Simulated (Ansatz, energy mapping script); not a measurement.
**Spin model of NaNiBr3 in a distorted perovskite structure from collinear orders (octahedra turned by 18°)**

Aim: the exchange couplings of NaNiBr3 in a distorted perovskite structure from the energies of a few collinear orders, and the ordering temperature that they give.

Calculated with Ansatz 0.2.0; PBEsol with U = 5.7 eV on Ni d, ortho-atomic projectors; plane waves, U on orthogonalised atomic orbitals unless named otherwise, collinear spin, no spin–orbit coupling.

In doubt: warnings of the run leave room for a lower electronic state (step 2), so energies may not be the lowest and differences between runs may mislead.

## 1. The starting structure

The structure is tetragonal, space group P4/mbm (No. 127). The conventional cell has a = 6.823 Å, b = 6.823 Å, c = 5.073 Å, α = 90.00°, β = 90.00°, γ = 90.00°. Nearest to Na lie 8 Br at 3.01 to 3.41 Å. Nearest to Ni lie 6 Br at 2.54 Å. Nearest to Br lie 2 Ni at 2.54 Å and 4 Na at 3.41 Å. Nearest to Br lie 2 Ni at 2.54 Å and 2 Na at 3.01 Å. perovskite prototype, lattice guessed from radii. Farther neighbours and most contacts between anions are not listed.

This cell was built for the study (perovskite prototype, lattice guessed from radii), not taken from an experiment; the compound need not form in this structure.

The parent cell was relaxed beforehand in Ansatz under PBEsol with U = 5.4 eV on Ni d, ortho-atomic projectors, from parallel moments.

This cell differs from the relaxed one by: octahedra turned by 18°. The bonds from the magnetic cation to the anions keep their length, so the cell shrinks in the plane.

The U corrects the self-interaction that lets semilocal functionals spread d and f electrons too far. Its value here is typed, not computed.

## 2. One set of occupation matrices for all orders

A corrected shell can settle in several orbital fillings. One parallel run, with an occupation width a fifth wider than the orders use, therefore is to supply the occupation matrices. All orders start from them.

File input.yaml:

```yaml
crystal:
  lattice:
    - [4.8243128018, 4.8243128018, 0.0]
    - [-4.8243128018, 4.8243128018, 0.0]
    - [0.0, 0.0, 5.072582669]
  atoms:
    - { symbol: Na, position: [0.0, 0.5, 0.5] }
    - { symbol: Na, position: [0.5, 0.0, 0.5] }
    - { symbol: Ni, position: [0.0, 0.0, 0.0], spin: 2.0 }
    - { symbol: Ni, position: [0.5, 0.5, 0.0], spin: 2.0 }
    - { symbol: Br, position: [0.0, 0.0, 0.5] }
    - { symbol: Br, position: [0.5, 0.5, 0.5] }
    - { symbol: Br, position: [0.331229924, 0.168770076, 0.0] }
    - { symbol: Br, position: [0.668770076, 0.831229924, 0.0] }
    - { symbol: Br, position: [0.168770076, 0.668770076, 0.0] }
    - { symbol: Br, position: [0.831229924, 0.331229924, 0.0] }
magnetization:
  spin_polarized: true
kpoints:
  mp_grid: { grid: [4, 4, 5] }
hamiltonian:
  xc: pbesol
  hubbard:
    sites: [{ species: Ni, l: d, u_eff: 5.7 }]
    projectors: ortho-atomic
scf:
  occupations: { method: fermi_dirac, width: 0.06 }
output:
  eigenvalues: true
```

Run with:

```
$ ansatz run input.yaml --threads 4 --pin off --max-ram 8192MiB --backend cpu --events-out ev --progress --plain --runs-dir out
```

Numbers of over 12 decimals in the logs are rounded to 6 here.

What it wrote:

```text
Engine: ansatz 0.2.0, aarch64-unknown-linux-gnu
Pseudopotentials: kind: paw
Pseudopotential: Na, paw, valence charge 9, recommended cutoff 420 eV (normal), Na.paw.azcp
Pseudopotential: Ni, paw, valence charge 18, recommended cutoff 420 eV (normal), Ni.paw.azcp
Pseudopotential: Br, paw, valence charge 7, recommended cutoff 420 eV (normal), Br.paw.azcp
Functional definition: PBEsol
  exchange = pbesol_x
  correlation = pbesol_c
Crystal: 10 atoms, lattice volume = 236.119 Å³
Basis set: ecut = 420 eV, 4629 PW (Γ)
Bands: 60, of which v1, the nominal top of the filled ones, is band 48 counted from 1 (47 counted from 0)
Symmetry: 16 space group operations
Space group: P4/mbm (ITA 127), of the structure as read, at distance tolerance 6.2e-5 Å
Magnetic group: BNS 127.387 (UNI 1047), of the structure as read, at distance tolerance 6.2e-5 Å
k-points: 18 of 80
Non-local potential: Na, projectors of the file, l = 0: 3, l = 1: 2, l = 2: 1
Non-local potential: Ni, projectors of the file, l = 0: 3, l = 1: 2, l = 2: 3, l = 3: 1
Non-local potential: Br, projectors of the file, l = 0: 2, l = 1: 2, l = 2: 2
PAW form: soft (Blöchl's): semilocal exchange-correlation on the pseudo side does not see the compensation charge
PAW frozen core: Na, regenerated for the run's functional, and the local potential with it (the file was generated under x = pbe(κ = 0.804, μ = 0.219515), c = pbe(β = 0.066725))
PAW frozen core: Ni, regenerated for the run's functional, and the local potential with it (the file was generated under x = pbe(κ = 0.804, μ = 0.219515), c = pbe(β = 0.066725))
PAW frozen core: Br, regenerated for the run's functional, and the local potential with it (the file was generated under x = pbe(κ = 0.804, μ = 0.219515), c = pbe(β = 0.066725))
PAW one-centre angular grid: Na, 110 points (default); XC on 64 Gauss nodes
PAW one-centre angular grid: Ni, 590 points (default); XC on 64 Gauss nodes
PAW one-centre angular grid: Br, 110 points (default); XC on 64 Gauss nodes
Initial density: superposition of atomic densities (chi_scale 0.1, normalization cell, long waves kept (reshape's long-wave potential 0.00 eV rms))
Starting moments: Σ|m| = 4 μB on 2 of 10 sites
Initial wavefunctions: pseudopotential atomic-orbital guess
Functional: x = pbesol(κ = 0.804, μ = 0.123457), c = pbesol(β = 0.046)
SCF iter   1: F=—  HF=-31001.745793 eV  |F-HF|=—  |Δ(HF+E_count)|=         —  Δρ=1.94e-1 (↑4.23e-2 ↓1.94e-1)  dr2=1.11e2  dr2_m=1.39e1  M=0.514 μB ∫|m|=0.567 μB  β_m=0.30  ethr=3.10e-3  ⟨swp⟩=9.1  Hψ=9723  notcnv=0  defer=8
preconditioner: auto → Kerker (q_TF=auto, 2.348 Å⁻¹)  [metal: Δε(μ)=0.027 eV  Ē_g=11.249 eV  σ=0.060 eV  W_gap=0.11  n_scr=46 (ndim 8)  ℏωp=19.3 eV  f_vac=0.003  D(μ)=9.77/eV (n_scr^D=76)]
[...]
spin=Collinear: Resta preconditioning applied to the charge; magnetization (m = ρ↑ − ρ↓) channel mixes plain (no charge-response kernel on spin).
[...]
SCF 2 converged in 4 iterations: F = -30984.646221 eV  dr2 = 5.21e-9
an SCF along what the orbitals of the run's state read of its open shells (or to have them read: on a GPU, or by another smearing), with 12 of the crystal's symmetry operations given up (33 k-points in place of 18), reached no lower state that the run goes on to. This is no proof of a minimum
WARN: an SCF from antiferromagnetic starting moments (0.00, 0.00, -2.00, 2.00, 0.00, 0.00, 0.00, 0.00, 0.00, 0.00 Bohr magnetons, atom by atom) was not made, by what the run has read of turns of its moments that order reads lower: the deck asks for what bars it, or types moments that do (magnetization.spin_polarized, in the input reference, names some of the keys), or the run goes by scf.lower_state_search: light, the default, which as a rule tries one only behind a close that has lost an order of both signs, or on which an open d or half-filled 4f shell of a PAW file has lost a moment that was set nearer to Hund's than to what is left; [rest of the remark cut]
SCF converged after 24 iterations
Magnetization: 3.9999 μB (49.9999 up, 46.0001 down)
Absolute magnetization: 4.0288 μB (∫|ρ↑−ρ↓|, with the PAW one-centre terms)
Spin contamination: 0.0065 ħ² per cell (⟨S²⟩ above its minimum at these occupations)
Per-site moments (μB) at R_I (Å): [(-0.000338071, 1.243293), (-0.000338071, 1.243293), (1.622989, 1.046220), (1.622989, 1.046220), (0.066567, 1.046220), (0.066567, 1.046220), (0.099366, 1.046220), (0.099366, 1.046220), (0.099366, 1.046220), (0.099366, 1.046220)]
Free energy (F): -30984.646221 eV
Harris-Foulkes:  -30984.646221 eV  (|F-HF|=7.13e-10)
Internal energy: -30984.646147 eV  (E = F + TS)
E sigma→0 (E₀):  -30984.646184 eV
Entropy (-TS):   -0.000074 eV (-0.007 meV/atom)
Fermi energy:    5.003489 eV
--- Per-component energies (eV) ---
  E_band       = -1549.172626
  E_kinetic    = 1598.127655
  E_local      = -14960.013259  (includes V_loc(G=0)·N_el)
  E_nonlocal   = 1941.424744
  E_hartree    = 6026.387359
  E_xc         = -1811.714829
  E_vxc        = -936.697665  (∫ρ·V_xc dr)
  E_hubbard    = 2.111926  (on-site DFT+U / exact-exchange correction)
  E_vhub       = -43.719334  (the Hubbard potential's part of the band-sum identity)
  E_paw        = -16918.890461  (= ΣΔE_a)
  E_vpaw       = -1201.094204  (= ΣTr[D̂ρ^β])
  E_aug_tail   = 0.001014  (compensation charges beyond the density's cutoff)
  E_ewald      = -6863.137881
  E_core_change = 1.057587  (= ΣΔE_core)
  E_smearing   = -0.000074  (= −TS)
  E_closure    = 0.000000  (closes the sum)
  Σ components = -30984.646221   (vs F -30984.646221, Δ=0.00e0)
--- Band table (eV; the first three rows and the last of 36) ---
  k-point 0 ↑: bands = [... 44 lower, 3.4984, 3.4984, 3.5169, 4.2437, 4.2437, 4.3978, 7.2254, 8.2865, ... 8 higher]
  k-point 1 ↑: bands = [... 44 lower, 3.4016, 3.6269, 3.6269, 4.2451, 4.2451, 4.4065, 7.8569, 8.9326, ... 8 higher]
  k-point 2 ↑: bands = [... 44 lower, 4.1075, 4.1075, 4.3161, 4.3161, 4.3473, 4.4208, 9.1643, 9.3594, ... 8 higher]
  k-point 17 ↓: bands = [... 44 lower, 4.0943, 4.0943, 5.9211, 5.9211, 7.0281, 7.0281, 10.4101, 10.4101, ... 8 higher]
Occupation matrices written to <dir>
```

The job ended after 65 s (4 threads of Arm Neoverse V2, shared host; peak memory 2.3 GiB; 4.2 min of CPU time).

In the SCF lines HF is the Harris–Foulkes energy and dr2 the Hartree energy of the density residual, in eV; the loop may stop once dr2 is under the threshold and the program's other checks hold. Hψ counts applications of the Hamiltonian.

Read from the output:

```
final state                       : ferromagnetic
electrons in the corrected shells : 8.411, 8.411 e
largest moment                    : 1.623 μB
```

## 3. Parallel start in cell A (10 atoms)

Each cell gets its own parallel run on the same mesh, so that most of the mesh error cancels in the differences.

This run holds the same structure in another cell (a 6.823 → 5.073 Å, c 5.073 → 6.823 Å).

File input.yaml:

```yaml
crystal:
  lattice:
    - [0.0, 0.0, 5.072582669]
    - [4.8243128018, 4.8243128018, 0.0]
    - [-4.8243128018, 4.8243128018, 0.0]
  atoms:
    - { symbol: Na, position: [0.5, 0.0, 0.5] }
    - { symbol: Na, position: [0.5, 0.5, 0.0] }
    - { symbol: Ni, position: [0.0, 0.0, 0.0], spin: 2.0 }
    - { symbol: Ni, position: [0.0, 0.5, 0.5], spin: 2.0 }
    - { symbol: Br, position: [0.5, 0.0, 0.0] }
    - { symbol: Br, position: [0.5, 0.5, 0.5] }
    - { symbol: Br, position: [0.0, 0.331229924, 0.168770076] }
    - { symbol: Br, position: [0.0, 0.668770076, 0.831229924] }
    - { symbol: Br, position: [0.0, 0.168770076, 0.668770076] }
    - { symbol: Br, position: [0.0, 0.831229924, 0.331229924] }
magnetization:
  spin_polarized: true
kpoints:
  mp_grid: { grid: [5, 4, 4] }
hamiltonian:
  xc: pbesol
  hubbard:
    sites:
      - { species: Ni, l: d, u_eff: 5.7 }
      - { site: 2, l: d, u_eff: 5.7, starting_ns: [{ spin: up, occupation_matrix: ni3_major }, { spin: down, occupation_matrix: ni3_minor }] }
      - { site: 3, l: d, u_eff: 5.7, starting_ns: [{ spin: up, occupation_matrix: ni4_major }, { spin: down, occupation_matrix: ni4_minor }] }
    projectors: ortho-atomic
    occupation_matrices:
      ni3_major:
        matrix:
          - [0.996, 0.0, 0.0, 0.0, 0.0]
          - [0.0, 0.998, 0.0, 0.0, 0.0]
          - [0.0, 0.0, 0.998, 0.0, 0.0]
          - [0.0, 0.0, 0.0, 0.998, 0.001]
          - [0.0, 0.0, 0.0, 0.001, 0.996]
      ni3_minor:
        matrix:
          - [0.193, 0.0, 0.0, 0.0, 0.0]
          - [0.0, 0.996, 0.0, 0.0, 0.0]
          - [0.0, 0.0, 0.996, 0.0, 0.0]
          - [0.0, 0.0, 0.0, 0.4, 0.302]
          - [0.0, 0.0, 0.0, 0.302, 0.84]
      ni4_major:
        matrix:
          - [0.996, 0.0, 0.0, 0.0, 0.0]
          - [0.0, 0.998, 0.0, 0.0, 0.0]
          - [0.0, 0.0, 0.998, 0.0, 0.0]
          - [0.0, 0.0, 0.0, 0.998, -0.001]
          - [0.0, 0.0, 0.0, -0.001, 0.996]
      ni4_minor:
        matrix:
          - [0.193, 0.0, 0.0, 0.0, 0.0]
          - [0.0, 0.996, 0.0, 0.0, 0.0]
          - [0.0, 0.0, 0.996, 0.0, 0.0]
          - [0.0, 0.0, 0.0, 0.4, -0.302]
          - [0.0, 0.0, 0.0, -0.302, 0.84]
scf:
  occupations: { method: fermi_dirac, width: 0.05 }
output:
  eigenvalues: true
```

What it wrote:

```text
[...]
Crystal: 10 atoms, lattice volume = 236.119 Å³
Basis set: ecut = 420 eV, 4629 PW (Γ)
Bands: 60, of which v1, the nominal top of the filled ones, is band 48 counted from 1 (47 counted from 0)
[... 1 set-up line as in the run before ...]
[...]
k-points: 18 of 80
[...]
Starting moments: Σ|m| = 4 μB on 2 of 10 sites
[...]
SCF iter   1: F=—  HF=-30999.516039 eV  |F-HF|=—  |Δ(HF+E_count)|=         —  Δρ=1.89e-1 (↑4.20e-2 ↓1.89e-1)  dr2=1.06e2  dr2_m=1.29e1  M=0.771 μB ∫|m|=0.822 μB  β_m=0.30  ethr=3.10e-3  ⟨swp⟩=9.0  Hψ=9756  notcnv=0  defer=10
[...]
SCF iter  13: F=-30984.646214 eV  HF=-30984.646214 eV  |F-HF|=3.34e-8  |Δ(HF+E_count)|=   1.20e-7  Δρ=2.91e-6 (↑7.83e-7 ↓2.91e-6)  dr2=1.12e-8  dr2_m=4.05e-9  M=4.000 μB ∫|m|=4.037 μB  ethr=1.04e-10  ⟨swp⟩=11.6  Hψ=7413  notcnv=0
SCF 1 converged in 13 iterations: F = -30984.646214 eV  dr2 = 1.12e-8
[...]
SCF converged after 13 iterations
Magnetization: 4.0000 μB (50.0000 up, 46.0000 down)
Absolute magnetization: 4.0289 μB (∫|ρ↑−ρ↓|, with the PAW one-centre terms)
[...]
Per-site moments (μB) at R_I (Å): [(-0.000337983, 1.243293), (-0.000337983, 1.243293), (1.623005, 1.046220), (1.623005, 1.046220), (0.066573, 1.046220), (0.066573, 1.046220), (0.099373, 1.046220), (0.099373, 1.046220), (0.099373, 1.046220), (0.099373, 1.046220)]
Free energy (F): -30984.646214 eV
[...]
Internal energy: -30984.646203 eV  (E = F + TS)
E sigma→0 (E₀):  -30984.646209 eV
Entropy (-TS):   -0.000011 eV (-0.001 meV/atom)
Fermi energy:    5.000467 eV
[...]
--- Specified on-site occupations, and those of the state reported ---
  electrons in the specified blocks: 16.8220 specified, 16.8221 found
  site 2 (l=d) ↓: largest change of an orbital's occupation 0.0006; electrons 3.4250 specified, 3.4252 found; spectral distance 0.0005
[...]
site 2 (l=d) ↑: largest change of an orbital's occupation 0.0005; electrons 4.9860 specified, 4.9859 found; spectral distance 0.0007
[...]
--- Band table (eV; the first three rows and the last of 36) ---
  k-point 0 ↑: bands = [... 44 lower, 3.4984, 3.4984, 3.5169, 4.2438, 4.2438, 4.3978, 7.2253, 8.2865, ... 8 higher]
  k-point 1 ↑: bands = [... 44 lower, 3.4224, 3.4856, 3.4927, 3.6975, 4.1792, 4.2266, 7.7023, 8.7242, ... 8 higher]
  k-point 2 ↑: bands = [... 44 lower, 3.3959, 3.3959, 3.6816, 3.6816, 3.9460, 3.9460, 8.5496, 8.5496, ... 8 higher]
  k-point 17 ↓: bands = [... 44 lower, 4.0943, 4.0943, 5.9211, 5.9211, 7.0280, 7.0280, 10.4101, 10.4101, ... 8 higher]
Occupation matrices written to <dir>
```

The job ended after 11 s (4 threads; peak memory 0.91 GiB; 40 s of CPU time).

Spin moment in the sphere by atom:

```csv
atom,spin moment in the sphere (μB)
Na1,0.00
Na2,0.00
Ni3,1.62
Ni4,1.62
Br5,0.07
Br6,0.07
Br7,0.10
Br8,0.10
Br9,0.10
Br10,0.10
```

The run ends ferromagnetic.

## 4. Order 2: compensated +−, cell A of 10 atoms

This order reverses 4 of the 4 neighbours at 4.82 Å, counted for an average magnetic atom.

Edit input.yaml of step 3 so:

```diff
@@ -9,3 +9,3 @@
     - { symbol: Ni, position: [0.0, 0.0, 0.0], spin: 2.0 }
-    - { symbol: Ni, position: [0.0, 0.5, 0.5], spin: 2.0 }
+    - { symbol: Ni, position: [0.0, 0.5, 0.5], spin: -2.0 }
     - { symbol: Br, position: [0.5, 0.0, 0.0] }
@@ -26,3 +26,3 @@
       - { site: 2, l: d, u_eff: 5.7, starting_ns: [{ spin: up, occupation_matrix: ni3_major }, { spin: down, occupation_matrix: ni3_minor }] }
-      - { site: 3, l: d, u_eff: 5.7, starting_ns: [{ spin: up, occupation_matrix: ni4_major }, { spin: down, occupation_matrix: ni4_minor }] }
+      - { site: 3, l: d, u_eff: 5.7, starting_ns: [{ spin: up, occupation_matrix: ni4_minor }, { spin: down, occupation_matrix: ni4_major }] }
     projectors: ortho-atomic
```

What it wrote:

```text
[...]
Crystal: 10 atoms, lattice volume = 236.119 Å³
Basis set: ecut = 420 eV, 4629 PW (Γ)
Bands: 60, of which v1, the nominal top of the filled ones, is band 48 counted from 1 (47 counted from 0)
Symmetry: 8 space group operations
[...]
k-points: 18 of 80
[...]
Starting moments: Σ|m| = 4 μB on 2 of 10 sites
Starting magnetic order: altermagnet, g-wave, planar spin-momentum locking; spin-degenerate planes through Γ normal to [0 0 1], [0 1 -1], [0 1 0], [0 1 1] of the run's lattice
[...]
SCF iter   1: F=—  HF=-30999.489360 eV  |F-HF|=—  |Δ(HF+E_count)|=         —  Δρ=1.37e-1 (↑1.37e-1 ↓1.37e-1)  dr2=1.06e2  dr2_m=1.31e1  M=-0.000 μB ∫|m|=0.594 μB  β_m=0.30  ethr=3.10e-3  ⟨swp⟩=7.7  Hψ=9343  notcnv=0  defer=33
[...]
SCF iter  16: F=-30984.804858 eV  HF=-30984.804858 eV  |F-HF|=8.51e-9  |Δ(HF+E_count)|=   9.96e-8  Δρ=1.97e-6 (↑1.70e-6 ↓1.97e-6)  dr2=2.76e-8  dr2_m=1.55e-9  M=-0.000 μB ∫|m|=3.631 μB  ethr=1.04e-10  ⟨swp⟩=11.5  Hψ=10033  notcnv=0
SCF 1 converged in 16 iterations: F = -30984.804858 eV  dr2 = 2.76e-8
[...]
SCF converged after 16 iterations
Magnetization: -0.0000 μB (48.0000 up, 48.0000 down)
Absolute magnetization: 3.6228 μB (∫|ρ↑−ρ↓|, with the PAW one-centre terms)
[...]
Per-site moments (μB) at R_I (Å): [(8.197709819477518e-9, 1.243293), (8.19770932550569e-9, 1.243293), (1.551550, 1.046220), (-1.551551, 1.046220), (0.047632, 1.046220), (-0.047632, 1.046220), (1.1189072973852493e-7, 1.046220), (1.1189072964939727e-7, 1.046220), (1.1189072972050166e-7, 1.046220), (1.1189072972369071e-7, 1.046220)]
Free energy (F): -30984.804858 eV
[...]
Internal energy: -30984.804857 eV  (E = F + TS)
E sigma→0 (E₀):  -30984.804857 eV
Entropy (-TS):   -0.000001 eV (-0.000 meV/atom)
Fermi energy:    5.081444 eV
[...]
--- Specified on-site occupations, and those of the state reported ---
  electrons in the specified blocks: 16.8220 specified, 16.9059 found
[...]
--- Band table (eV; the first three rows and the last of 36) ---
  k-point 0 ↑: bands = [... 44 lower, 3.5256, 3.5574, 4.2831, 4.2831, 5.7800, 6.2830, 7.4304, 8.2891, ... 8 higher]
  k-point 1 ↑: bands = [... 44 lower, 3.5304, 3.5842, 3.8146, 4.2234, 5.7848, 6.1338, 7.9083, 8.7236, ... 8 higher]
  k-point 2 ↑: bands = [... 44 lower, 3.4511, 3.7315, 3.9742, 4.0002, 5.7860, 5.9558, 8.6246, 8.8878, ... 8 higher]
  k-point 17 ↓: bands = [... 44 lower, 3.9959, 4.0532, 4.0532, 4.3294, 6.1609, 6.9522, 10.2085, 10.3755, ... 8 higher]
Occupation matrices written to <dir>
```

It took 13 s on 4 threads; peak memory 0.92 GiB.

Spin moment in the sphere by atom:

```csv
atom,spin moment in the sphere (μB)
Na1,0.00
Na2,0.00
Ni3,1.55
Ni4,-1.55
Br5,0.05
Br6,-0.05
Br7,0.00
Br8,0.00
Br9,0.00
Br10,0.00
```

The run ends antiferromagnetic, 79.32 meV a magnetic atom below the parallel order of its cell.

## 5. The fit

Each energy difference is a sum of couplings weighted by the pairs that the order reverses. A few near shells are fitted to the differences by least squares. Energies are those extrapolated to zero occupation width, not the free energies F.

The orders side by side; each is measured from the parallel order in the same cell and on the same mesh:

```csv
order,atoms,energy (meV a magnetic atom),moments (μB),moments kept as typed,opposed neighbours at 4.82 Å
parallel,10,0.00,1.62,yes,0
compensated +−,10,-79.32,1.55,yes,4
```

The Heisenberg fit (each pair counts twice, positive J is ferromagnetic):

```csv
pair,distance (Å),neighbours,J (meV)
Ni–Ni,4.82,4,-9.92
```

Limits of this fit: the pairs at 5.07 Å are left out of the fit, though near enough to matter; one energy difference fixes this value, which holds the part of every shell that the order reverses.

## 6. Beside the first set of runs

The first set of orders, under PBEsol+U (5.7 eV), octahedra turned by 0°, took 97 s of CPU time summed over its finished orders (seed run apart), these 89 s.

```csv
quantity,this set,first set
"J at 4.82 Å (5.07 Å in the first set), meV",-9.92,-19.6
```

The coupling that led in the first set goes from -19.6 to -9.92 meV.

## 7. What came out

| Item | Value |
| --- | --- |
| lowest order tried | compensated +− |
| largest fitted value, Ni–Ni at 4.82 Å | -9.92 meV |

What this shows: Of the orders tried, NaNiBr3 in a distorted perovskite structure (octahedra turned by 18°) prefers the order “compensated +−” under PBEsol+U (5.7 eV), with 4 of 4 neighbours at 4.82 Å opposed. How the layers stack magnetically is not fixed by these couplings. Orders that were not tried, spirals among them, may lie lower. The one fitted coupling is the Ni–Ni pair at 4.82 Å, antiferromagnetic at -9.9 meV, across a ligand at about 144°. It also takes up the part of reversed shells that are not fitted, so neither its size nor its rank as a single path is established. The orders also reverse pairs at 7.00 Å, which are not fitted, so the fitted values hold their part too. No fitted order reverses the pairs at 6.82, 8.50 and 9.65 Å, so their coupling is unknown and is set to zero in the model. 1 energy difference fixes 1 coupling with none to spare, so the fit tests nothing. In the fitted orders moments change by up to 4.4 % against the parallel run of the same cell, so their size stays put. The pairs at 5.07 Å are nearer than the strongest fitted shell or at most 15 % farther, and these orders do not fix their coupling, so no ordering temperature is given. The cell was built from a prototype and relaxed before the change was imposed without further relaxation; a distortion that needs a larger cell, or another structure that the compound may prefer, is not captured.

[Logs and program files are shortened in this print: banners, set-up blocks, solver, clock and traceback lines can be left out without a mark of their own.]

[Logs are printed without paths, hosts, clocks, repeated set-up lines and the standing remarks that a program may print on its own settings, such as how far it seeks lower states.]

[Hosts, paths, dates, database ids (printed as entryN), source tags and the programs' standing remarks are cut or masked in the printed files.]

[Where a cell is said to come from a database of computed structures, the database is the Materials Project.]
